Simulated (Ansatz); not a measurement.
# CsTiF3: relaxing a made-up structure

This structure for CsTiF3 is made up. Its elements were placed in a known structure type with a cell scaled to their sizes. What cell does the guess relax to, and how far off was it?

Calculated with Ansatz 0.2.0; DFT, PBE, plane-wave PAW, files of the set soft_1, scalar-relativistic, no spin, cell and ions relaxed at zero pressure; PAW set soft_1, in the first sound run; inputs show where later runs differ.

**1. The structure**

The structure is trigonal, space group R3m (No. 160). The conventional cell has a = 6.389 Å, b = 6.389 Å, c = 8.188 Å, α = 90.00°, β = 90.00°, γ = 120.00°. Nearest to Cs lie 12 F at 3.19 to 3.30 Å. Nearest to Ti lie 6 F at 2.10 to 2.52 Å. Nearest to F lie 2 Ti at 2.10 to 2.52 Å and 4 Cs at 3.19 to 3.30 Å. Farther neighbours and most contacts between anions are not listed.

**2. Relaxation of the guess**

The guess takes its coordinates from another compound and its volume from a rule, so the cell and any free coordinates are relaxed together.

Contents of input.yaml:

```yaml
crystal:
  lattice:
    - [3.1945, 1.844345435, 2.729333333]
    - [-3.1945, 1.844345435, 2.729333333]
    - [0.0, -3.68869087, 2.729333333]
  atoms:
    - { symbol: Cs, position: [0.00873334, 0.00873334, 0.00873334] }
    - { symbol: Ti, position: [0.54463334, 0.54463334, 0.54463334] }
    - { symbol: F, position: [0.00060001, 0.508200005, 0.508200005] }
    - { symbol: F, position: [0.508200005, 0.508200005, 0.00060001] }
    - { symbol: F, position: [0.508200005, 0.00060001, 0.508200005] }
kpoints:
  mp_grid: { grid: [6, 6, 6] }
scf:
  occupations: { method: fermi_dirac, width: 0.05 }
hamiltonian:
  xc: pbe
  pseudopotentials: { kind: paw, azcp: { folder: soft_1 } }
relax:
  f_tol: 0.015
  max_steps: 70
  cell: {}
output:
  forces: true
  stress: true
```

Started as:

```sh
ansatz run input.yaml --threads 4 --pin off --max-ram 8192MiB --backend cpu --events-out ev --progress --plain --runs-dir out
```

Numbers of over 12 decimals in the logs are rounded to 6 here.

Log:

```text
Engine: ansatz 0.2.0, aarch64-unknown-linux-gnu
Pseudopotentials: kind: paw
Pseudopotential: Cs, paw, valence charge 9, recommended cutoff 420 eV (normal), soft_1/Cs.paw.azcp
Pseudopotential: Ti, paw, valence charge 12, recommended cutoff 420 eV (normal), soft_1/Ti.paw.azcp
Pseudopotential: F, paw, valence charge 7, recommended cutoff 420 eV (normal), soft_1/F.paw.azcp
Functional definition: PBE
  parameter kappa = 0.804
  parameter beta = 0.066725
  exchange = pbe_x(kappa = kappa, mu = beta*pi^2/3)
  correlation = pbe_c(beta = beta)
Crystal: 5 atoms, lattice volume = 96.483 Å³
Basis set: ecut = 420 eV, 1893 PW (Γ), exchange–correlation on 64×64×64 points (8 copies of the dense FFT grid, shifted against one another)
Bands: 26, of which v1, the nominal top of the filled ones, is band 21 counted from 1 (20 counted from 0)
Symmetry: 6 space group operations
Space group: R3m (ITA 160), of the structure as read, at distance tolerance 4.6e-5 Å
k-points: 32 of 216 (time reversal used)
Non-local potential: Cs, projectors of the file, l = 0: 3, l = 1: 2, l = 2: 2, l = 3: 2
Non-local potential: Ti, projectors of the file, l = 0: 3, l = 1: 2, l = 2: 3, l = 3: 1
Non-local potential: F, projectors of the file, l = 0: 2, l = 1: 2, l = 2: 1
PAW form: soft (Blöchl's): semilocal exchange-correlation on the pseudo side does not see the compensation charge
PAW one-centre angular grid: Cs, 194 points (default); XC on 64 Gauss nodes
PAW one-centre angular grid: Ti, 590 points (default); XC on 64 Gauss nodes
PAW one-centre angular grid: F, 110 points (default); XC on 64 Gauss nodes
Initial density: superposition of atomic densities (chi_scale 0.1, normalization cell, long waves kept (reshape's long-wave potential 0.00 eV rms))
Initial wavefunctions: pseudopotential atomic-orbital guess
Functional: x = pbe(κ = 0.804, μ = 0.219515), c = pbe(β = 0.066725)
SCF iter   1: F=—  HF=-10610.300062 eV  |F-HF|=—  |Δ(HF+E_count)|=         —  Δρ=3.02e-1  dr2=9.98e1  ethr=3.10e-3  ⟨swp⟩=6.5  Hψ=3515  notcnv=0
preconditioner: auto → Kerker (q_TF=auto, 2.375 Å⁻¹)  [metal: Δε(μ)=0.003 eV  Ē_g=8.291 eV  σ=0.050 eV  W_gap=0.02  n_scr=20 (ndim 8)  ℏωp=21.4 eV  f_vac=0.001  D(μ)=8.22/eV (n_scr^D=86)]
SCF iter   2: F=—  HF=-10604.264622 eV  |F-HF|=—  |Δ(HF+E_count)|=    6.04e0  Δρ=1.49e-1  dr2=2.83e1  ethr=3.10e-3  ⟨swp⟩=2.7  Hψ=1781  notcnv=0
SCF iter   3: F=—  HF=-10601.229424 eV  |F-HF|=—  |Δ(HF+E_count)|=    3.04e0  Δρ=6.58e-2  dr2=6.25e0  ethr=3.10e-3  ⟨swp⟩=3.0  Hψ=1922  notcnv=0
SCF iter   4: F=—  HF=-10600.287064 eV  |F-HF|=—  |Δ(HF+E_count)|=   9.42e-1  Δρ=4.52e-2  dr2=1.93e0  ethr=3.10e-3  ⟨swp⟩=2.8  Hψ=1812  notcnv=0
SCF iter   5: F=—  HF=-10599.983497 eV  |F-HF|=—  |Δ(HF+E_count)|=   3.04e-1  Δρ=2.28e-2  dr2=6.94e-1  ethr=3.10e-3  ⟨swp⟩=2.0  Hψ=1205  notcnv=0
SCF iter   6: F=—  HF=-10599.828821 eV  |F-HF|=—  |Δ(HF+E_count)|=   1.55e-1  Δρ=5.63e-3  dr2=7.70e-2  ethr=1.65e-3  ⟨swp⟩=2.5  Hψ=1275  notcnv=0
SCF iter   7: F=—  HF=-10599.803825 eV  |F-HF|=—  |Δ(HF+E_count)|=   2.50e-2  Δρ=2.85e-3  dr2=1.58e-2  ethr=1.83e-4  ⟨swp⟩=2.5  Hψ=1547  notcnv=0
SCF iter   8: F=—  HF=-10599.799551 eV  |F-HF|=—  |Δ(HF+E_count)|=   4.27e-3  Δρ=1.56e-3  dr2=1.35e-3  ethr=3.76e-5  ⟨swp⟩=3.0  Hψ=1703  notcnv=0
SCF iter   9: F=—  HF=-10599.800057 eV  |F-HF|=—  |Δ(HF+E_count)|=   5.06e-4  Δρ=9.88e-4  dr2=1.27e-3  ethr=3.21e-6  ⟨swp⟩=2.0  Hψ=1647  notcnv=0
SCF iter  10: F=—  HF=-10599.799789 eV  |F-HF|=—  |Δ(HF+E_count)|=   2.67e-4  Δρ=1.38e-4  dr2=2.21e-5  ethr=3.03e-6  ⟨swp⟩=2.1  Hψ=1119  notcnv=0
SCF iter  11: F=—  HF=-10599.799931 eV  |F-HF|=—  |Δ(HF+E_count)|=   1.42e-4  Δρ=4.73e-5  dr2=1.36e-6  ethr=5.26e-8  ⟨swp⟩=2.0  Hψ=1616  notcnv=0
SCF iter  12: F=—  HF=-10599.799932 eV  |F-HF|=—  |Δ(HF+E_count)|=   1.25e-6  Δρ=1.39e-5  dr2=2.03e-7  ethr=3.24e-9  ⟨swp⟩=2.0  Hψ=1403  notcnv=0
SCF iter  13: F=-10599.799933 eV  HF=-10599.799933 eV  |F-HF|=9.53e-9  |Δ(HF+E_count)|=   1.32e-7  Δρ=8.30e-6  dr2=4.38e-8  ethr=2.38e-10  ⟨swp⟩=4.1  Hψ=2770  notcnv=0
SCF 1 converged in 13 iterations: F = -10599.799933 eV  dr2 = 4.38e-8
  greatest PAW one-centre occupation: 0.999 electrons in one spin orbital (limit 2), on the Ti atom at site 1 (counted from 0), in its partial waves of l = 0
relax step   1: F+E_penalty+E_count = -10599.79993259 eV  Δ(F+E_penalty+E_count) = +0.000e0 eV  max|allowed force component| = 1.124e0 eV/Å  Δτ_max = 0.0000 Å  P = -5.147 GPa  Ω = 96.483 Å³  (13 SCF iters, dr2 threshold 1.00e-7 eV, accepted)
Crystal: 5 atoms, lattice volume = 87.894 Å³
Basis set: ecut = 420 eV, 1755 PW (Γ), exchange–correlation on 64×64×64 points (8 copies of the dense FFT grid, shifted against one another)
Initial density: handed on by an earlier stage of this run
Initial wavefunctions: those handed on with the density
iter 1 solved again at ethr=1.00e-3 eV; its pass at ethr=3.10e-3 eV (dr2=4.21e-1 eV) is discarded
SCF iter   1: F=—  HF=-10600.348979 eV  |F-HF|=—  |Δ(HF+E_count)|=         —  Δρ=2.25e-2  dr2=4.22e-1  ethr=1.00e-3  ⟨swp⟩=1.0  Hψ=4295  notcnv=0
preconditioner: auto → LDOS  [metal: Δε(μ)=0.015 eV  Ē_g=8.555 eV  σ=0.050 eV  W_gap=0.08  n_scr=18 (ndim 8)  ℏωp=20.2 eV  f_vac=0.024  D(μ)=8.22/eV (n_scr^D=92)  β→1.0]
SCF iter   2: F=—  HF=-10600.284403 eV  |F-HF|=—  |Δ(HF+E_count)|=   6.46e-2  Δρ=1.42e-2  dr2=1.72e-1  ethr=1.00e-3  ⟨swp⟩=3.2  Hψ=1737  notcnv=0  defer=1
SCF iter   3: F=—  HF=-10600.232546 eV  |F-HF|=—  |Δ(HF+E_count)|=   5.19e-2  Δρ=5.37e-3  dr2=3.53e-2  ethr=4.11e-4  ⟨swp⟩=3.0  Hψ=1912  notcnv=0
SCF iter   4: F=—  HF=-10600.227423 eV  |F-HF|=—  |Δ(HF+E_count)|=   5.12e-3  Δρ=4.22e-3  dr2=1.71e-2  ethr=8.40e-5  ⟨swp⟩=2.0  Hψ=987  notcnv=0
SCF iter   5: F=—  HF=-10600.225679 eV  |F-HF|=—  |Δ(HF+E_count)|=   1.74e-3  Δρ=5.09e-3  dr2=1.20e-2  ethr=4.06e-5  ⟨swp⟩=2.0  Hψ=1554  notcnv=0
SCF iter   6: F=—  HF=-10600.222693 eV  |F-HF|=—  |Δ(HF+E_count)|=   2.99e-3  Δρ=6.48e-4  dr2=3.40e-4  ethr=2.85e-5  ⟨swp⟩=2.0  Hψ=1119  notcnv=0
SCF iter   7: F=—  HF=-10600.223614 eV  |F-HF|=—  |Δ(HF+E_count)|=   9.22e-4  Δρ=1.65e-4  dr2=1.60e-5  ethr=8.11e-7  ⟨swp⟩=2.0  Hψ=1521  notcnv=0
SCF iter   8: F=—  HF=-10600.223633 eV  |F-HF|=—  |Δ(HF+E_count)|=   1.89e-5  Δρ=3.93e-5  dr2=1.13e-6  ethr=3.81e-8  ⟨swp⟩=2.2  Hψ=1365  notcnv=0
SCF iter   9: F=-10600.223634 eV  HF=-10600.223634 eV  |F-HF|=2.69e-8  |Δ(HF+E_count)|=   1.06e-6  Δρ=9.26e-6  dr2=6.01e-8  ethr=1.19e-9  ⟨swp⟩=4.0  Hψ=2944  notcnv=0
SCF 2 converged in 9 iterations: F = -10600.223634 eV  dr2 = 6.01e-8
[...]
preconditioner: auto → Kerker (q_TF=auto, 2.456 Å⁻¹)  [metal: Δε(μ)=0.015 eV  Ē_g=9.063 eV  σ=0.050 eV  W_gap=0.07  n_scr=18 (ndim 8)  ℏωp=21.3 eV  f_vac=0.010  D(μ)=6.71/eV (n_scr^D=80)]
SCF iter   2: F=—  HF=-10600.418065 eV  |F-HF|=—  |Δ(HF+E_count)|=   7.32e-2  Δρ=1.34e-2  dr2=1.02e-1  ethr=9.58e-4  ⟨swp⟩=2.4  Hψ=1356  notcnv=0
SCF iter   3: F=—  HF=-10600.398966 eV  |F-HF|=—  |Δ(HF+E_count)|=   1.91e-2  Δρ=5.02e-3  dr2=2.44e-2  ethr=2.44e-4  ⟨swp⟩=2.3  Hψ=1298  notcnv=0
SCF iter   4: F=—  HF=-10600.393187 eV  |F-HF|=—  |Δ(HF+E_count)|=   5.78e-3  Δρ=1.42e-3  dr2=1.97e-3  ethr=5.80e-5  ⟨swp⟩=2.1  Hψ=1359  notcnv=0
SCF iter   5: F=—  HF=-10600.393112 eV  |F-HF|=—  |Δ(HF+E_count)|=   7.44e-5  Δρ=4.68e-4  dr2=2.43e-4  ethr=4.68e-6  ⟨swp⟩=2.4  Hψ=1305  notcnv=0
SCF iter   6: F=—  HF=-10600.393717 eV  |F-HF|=—  |Δ(HF+E_count)|=   6.04e-4  Δρ=1.71e-4  dr2=3.19e-5  ethr=5.79e-7  ⟨swp⟩=2.0  Hψ=1447  notcnv=0
SCF iter   7: F=—  HF=-10600.393723 eV  |F-HF|=—  |Δ(HF+E_count)|=   6.18e-6  Δρ=6.34e-5  dr2=3.32e-6  ethr=7.60e-8  ⟨swp⟩=2.0  Hψ=1505  notcnv=0
SCF iter   8: F=-10600.393724 eV  HF=-10600.393724 eV  |F-HF|=1.89e-8  |Δ(HF+E_count)|=   1.11e-6  Δρ=2.59e-5  dr2=3.40e-7  ethr=1.19e-9  ⟨swp⟩=4.0  Hψ=3057  notcnv=0
SCF 3 converged in 8 iterations: F = -10600.393724 eV  dr2 = 3.40e-7
relax step   3: F+E_penalty+E_count = -10600.39372389 eV  Δ(F+E_penalty+E_count) = -1.701e-1 eV  max|allowed force component| = 8.137e-1 eV/Å  Δτ_max = 0.1797 Å  P = +2.041 GPa  Ω = 78.868 Å³  energy of the carried Pulay correction = +2.596e-2 eV  (8 SCF iters, dr2 threshold 5.00e-7 eV, accepted)
[...]
relax step   4: F+E_penalty+E_count = -10600.43554820 eV  Δ(F+E_penalty+E_count) = -4.182e-2 eV  max|allowed force component| = 9.037e-3 eV/Å  Δτ_max = 0.0724 Å  P = +0.039 GPa  Ω = 80.909 Å³  energy of the carried Pulay correction = +2.269e-2 eV  (8 SCF iters, dr2 threshold 5.00e-7 eV, accepted)
[...]
relax step   5: F+E_penalty+E_count = -10600.43582293 eV  Δ(F+E_penalty+E_count) = -2.747e-4 eV  max|allowed force component| = 4.283e-3 eV/Å  Δτ_max = 0.0016 Å  P = +0.016 GPa  Ω = 80.935 Å³  energy of the carried Pulay correction = +2.264e-2 eV  (6 SCF iters, dr2 threshold 7.89e-8 eV, accepted)
[...]
relax step   6: F+E_penalty+E_count = -10600.43584124 eV  Δ(F+E_penalty+E_count) = -1.831e-5 eV  max|allowed force component| = 4.913e-4 eV/Å  Δτ_max = 0.0014 Å  P = +0.000 GPa  Ω = 80.954 Å³  energy of the carried Pulay correction = +2.261e-2 eV  (7 SCF iters, dr2 threshold 9.49e-9 eV, accepted)
[...]
relax step   7: F+E_penalty+E_count = -10600.42779741 eV  Δ(F+E_penalty+E_count) = +8.044e-3 eV  max|allowed force component| = 4.772e-4 eV/Å  Δτ_max = 0.0000 Å  P = -0.228 GPa  Ω = 80.954 Å³  stress off target by 2.38e-1 GPa  SCF on the basis re-selected at this cell (its energy is not comparable with the rows above)  (9 SCF iters)
[...]
relax step   8: F+E_penalty+E_count = -10600.42847225 eV  Δ(F+E_penalty+E_count) = -6.748e-4 eV  max|allowed force component| = 7.223e-3 eV/Å  Δτ_max = 0.0018 Å  P = +0.020 GPa  Ω = 80.657 Å³  energy of the carried Pulay correction = +4.908e-4 eV  (6 SCF iters, dr2 threshold 1.42e-7 eV, accepted)
iter 1 solved again at ethr=1.10e-7 eV; its pass at ethr=3.10e-3 eV (dr2=4.61e-5 eV) is discarded
SCF iter   1: F=—  HF=-10600.429557 eV  |F-HF|=—  |Δ(HF+E_count)|=         —  Δρ=4.50e-5  dr2=4.75e-7  ethr=1.10e-7  ⟨swp⟩=3.0  Hψ=5506  notcnv=0
preconditioner: auto → LDOS  [metal: Δε(μ)=0.024 eV  Ē_g=9.265 eV  σ=0.050 eV  W_gap=0.12  n_scr=18 (ndim 8)  ℏωp=21.1 eV  f_vac=0.021  D(μ)=6.91/eV (n_scr^D=80)  β→1.0]
SCF iter   2: F=—  HF=-10600.427949 eV  |F-HF|=—  |Δ(HF+E_count)|=   1.61e-3  Δρ=3.58e-5  dr2=4.46e-7  ethr=1.13e-9  ⟨swp⟩=3.0  Hψ=1660  notcnv=0
SCF iter   3: F=—  HF=-10600.427949 eV  |F-HF|=—  |Δ(HF+E_count)|=   1.79e-7  Δρ=1.50e-5  dr2=1.09e-7  ethr=1.06e-9  ⟨swp⟩=2.9  Hψ=1382  notcnv=0
SCF iter   4: F=—  HF=-10600.427949 eV  |F-HF|=—  |Δ(HF+E_count)|=   4.81e-8  Δρ=8.72e-6  dr2=5.27e-8  ethr=2.59e-10  ⟨swp⟩=1.6  Hψ=869  notcnv=0
SCF iter   5: F=—  HF=-10600.427949 eV  |F-HF|=—  |Δ(HF+E_count)|=  8.04e-10  Δρ=6.36e-6  dr2=2.69e-8  ethr=1.26e-10  ⟨swp⟩=1.6  Hψ=866  notcnv=0
SCF iter   6: F=—  HF=-10600.427949 eV  |F-HF|=—  |Δ(HF+E_count)|=   7.20e-9  Δρ=2.97e-6  dr2=5.23e-9  ethr=6.42e-11  ⟨swp⟩=2.2  Hψ=1202  notcnv=0
SCF iter   7: F=—  HF=-10600.427949 eV  |F-HF|=—  |Δ(HF+E_count)|=  1.00e-10  Δρ=1.14e-6  dr2=5.41e-10  ethr=1.24e-11  ⟨swp⟩=2.0  Hψ=1553  notcnv=0
SCF iter   8: F=—  HF=-10600.427949 eV  |F-HF|=—  |Δ(HF+E_count)|=  1.60e-10  Δρ=4.00e-7  dr2=5.65e-11  ethr=1.29e-12  ⟨swp⟩=2.4  Hψ=1328  notcnv=0
SCF iter   9: F=-10600.427949 eV  HF=-10600.427949 eV  |F-HF|=1.82e-12  |Δ(HF+E_count)|=  3.82e-11  Δρ=4.52e-8  dr2=8.64e-13  ethr=1.00e-12  ⟨swp⟩=4.0  Hψ=2663  notcnv=0
SCF 9 converged in 9 iterations: F = -10600.427949 eV  dr2 = 8.64e-13
relax step   9: F+E_penalty+E_count = -10600.42794885 eV  Δ(F+E_penalty+E_count) = +5.234e-4 eV  max|allowed force component| = 7.174e-3 eV/Å  Δτ_max = 0.0000 Å  P = +0.009 GPa  Ω = 80.657 Å³  stress off target by 1.97e-2 GPa  SCF on the basis re-selected at this cell (its energy is not comparable with the rows above)  (9 SCF iters)
basis re-selected at this cell: Δ(F+E_penalty+E_count) = +5.234e-4 eV, ΔP = -0.010 GPa vs the last step (what re-selecting the basis moved, of the pressure what is left beyond the Pulay correction that the steps carried, after the strain that the cell walked since its last selection, with what the two solves' SCF thresholds leave and, on support functions, any second-order correction that the steps lacked; it is no m [...]
SCF converged after 9 iterations
Free energy (F): -10600.427949 eV
Harris-Foulkes:  -10600.427949 eV  (|F-HF|=1.82e-12)
Internal energy: -10600.370760 eV  (E = F + TS)
E sigma→0 (E₀):  -10600.399354 eV
Entropy (-TS):   -0.057189 eV (-11.438 meV/atom)
Fermi energy:    10.702296 eV
--- Per-component energies (eV) ---
  E_band       = -285.017776
  E_kinetic    = 1019.332375
  E_local      = -3211.849279  (includes V_loc(G=0)·N_el)
  E_nonlocal   = 348.463440
  E_hartree    = 1269.077074
  E_xc         = -527.309395
  E_vxc        = -580.110455  (∫ρ·V_xc dr)
  E_paw        = -6717.737271  (= ΣΔE_a)
  E_vpaw       = -399.010017  (= ΣTr[D̂ρ^β])
  E_aug_tail   = 0.002010  (compensation charges beyond the density's cutoff)
  E_ewald      = -2780.349714
  E_smearing   = -0.057189  (= −TS)
  E_closure    = -0.000000  (closes the sum)
  Σ components = -10600.427949   (vs F -10600.427949, Δ=0.00e0)
--- Forces (eV/Å), atoms counted from 1 ---
  atom   1  Cs     0.00000000     0.00000000     0.00565293
  atom   2  Ti     0.00000000    -0.00000000    -0.00716343
  atom   3  F     -0.00103531    -0.00059773     0.00052111
  atom   4  F      0.00000000     0.00119547     0.00052111
  atom   5  F      0.00103531    -0.00059773     0.00052111
  max |Σ_I F_I| component: 5.28e-5 eV/Å
--- Stress (GPa, compression-positive) ---
        0.004177       0.000000       0.000000
        0.000000       0.004177       0.000000
        0.000000       0.000000       0.019654
  P = ⅓ Tr σ = 0.0093 GPa (0.093 kbar)
--- Relaxed structure (7 steps of the walk, 7 accepted, 2 SCFs on fresh bases) ---
  F+E_penalty+E_count = -10600.42794885 eV   max|allowed force component| = 7.174e-3 eV/Å   (the final SCF, on the basis selected at the relaxed cell)
  cell:  # Å, volume = 80.6573 Å³
    - [3.055456, 1.764069, 2.494024]
    - [-3.055456, 1.764069, 2.494024]
    - [0, -3.528137, 2.494024]
  atoms:
    - { symbol: Cs, position: [0.013833, 0.013833, 0.013833] }
    - { symbol: Ti, position: [0.514214, 0.514214, 0.514214] }
    - { symbol: F, position: [0.014212, 0.514054, 0.514054] }
    - { symbol: F, position: [0.514054, 0.514054, 0.014212] }
    - { symbol: F, position: [0.514054, 0.014212, 0.514054] }
```

Run time: 20 s. Hardware: 4 threads of Arm Neoverse V1, shared host; peak memory 0.42 GiB; 73 s of CPU time.

This run has no spin polarisation, although Ti can carry a moment.

The steps of the relaxation:

| step | energy less that of the first step (eV) | largest force component (eV/Å) | pressure (GPa) | volume (Å³) |
| --- | --- | --- | --- | --- |
| 1 | 0.0000 | 1.1237 | -5.15 | 96.48 |
| 2 | -0.4237 | 0.9952 | -2.85 | 87.89 |
| 3 | -0.5938 | 0.8137 | 2.04 | 78.87 |
| 4 | -0.6356 | 0.0090 | 0.04 | 80.91 |
| 5 | -0.6359 | 0.0043 | 0.02 | 80.93 |
| 6 | -0.6359 | 0.0005 | 0.00 | 80.95 |
| 7* | -0.6279 | 0.0005 | -0.23 | 80.95 |
| 8 | -0.6285 | 0.0072 | 0.02 | 80.66 |
| 9* | -0.6280 | 0.0072 | 0.01 | 80.66 |

Relaxation steps marked * repeat the geometry before them on a plane-wave basis chosen anew for their cell, so energy and pressure can jump there.

Forces are held to the 6 operations that the run works with; a distortion that breaks them can't arise in this run.

| cell as run | before | after | change |
| --- | --- | --- | --- |
| a (Å) | 4.589 | 4.321 | -5.8 % |
| b (Å) | 4.589 | 4.321 | -5.8 % |
| c (Å) | 4.589 | 4.321 | -5.8 % |
| α (°) | 88.24 | 90.01 | +2.0 % |
| β (°) | 88.24 | 90.01 | +2.0 % |
| γ (°) | 88.24 | 90.01 | +2.0 % |
| volume (Å³/atom) | 19.30 | 16.13 | -16.4 % |

The atoms that moved most (Å, as changes of fractional coordinates times the final cell):

| atom | dx | dy | dz | length |
| --- | --- | --- | --- | --- |
| Ti2 | 0.000 | 0.000 | -0.228 | 0.228 |
| F4 | 0.000 | -0.027 | 0.063 | 0.069 |
| F3 | 0.024 | 0.014 | 0.063 | 0.069 |
| F5 | -0.024 | 0.014 | 0.063 | 0.069 |
| Cs1 | 0.000 | 0.000 | 0.038 | 0.038 |

The relaxed structure:

```xyz
5
Lattice="3.0555 1.7641 2.4940 -3.0555 1.7641 2.4940 0.0000 -3.5281 2.4940" Properties=species:S:1:pos:R:3 pbc="T T T"
Cs    0.0000    0.0000    0.1035
Ti    0.0000    0.0000    3.8474
F    -1.5272   -0.8818    2.5996
F     0.0000    1.7635    2.5996
F     1.5272   -0.8818    2.5996
```

Numbers from this step:

* free energy: -10600.4279 eV
* energy at zero smearing: -10600.3994 eV
* smearing term TS: 0.05719 eV
* Fermi energy: 10.70 eV
* electrons: 42
* symmetry operations: 6
* pressure: 0.009336 GPa

Shortest distances by pair of elements, guess and relaxed (not always the same contact):

| pair | guess (Å) | relaxed (Å) |
| --- | --- | --- |
| F–Ti | 2.096 | 2.160 |
| Cs–F | 3.195 | 3.053 |
| F–F | 3.146 | 3.054 |
| Cs–Ti | 3.800 | 3.738 |
| Cs–Cs | 4.589 | 4.321 |

The relaxation ends with a largest force component of 0.0072 eV/Å and a pressure of 0.01 GPa.

(Continued in part 2 of 2.)

[Logs are printed without paths, hosts, clocks, repeated set-up lines and the standing remarks that a program may print on its own settings, such as how far it seeks lower states.]

[Hosts, paths, dates, database ids (printed as entryN), source tags and the programs' standing remarks are cut or masked in the printed files.]
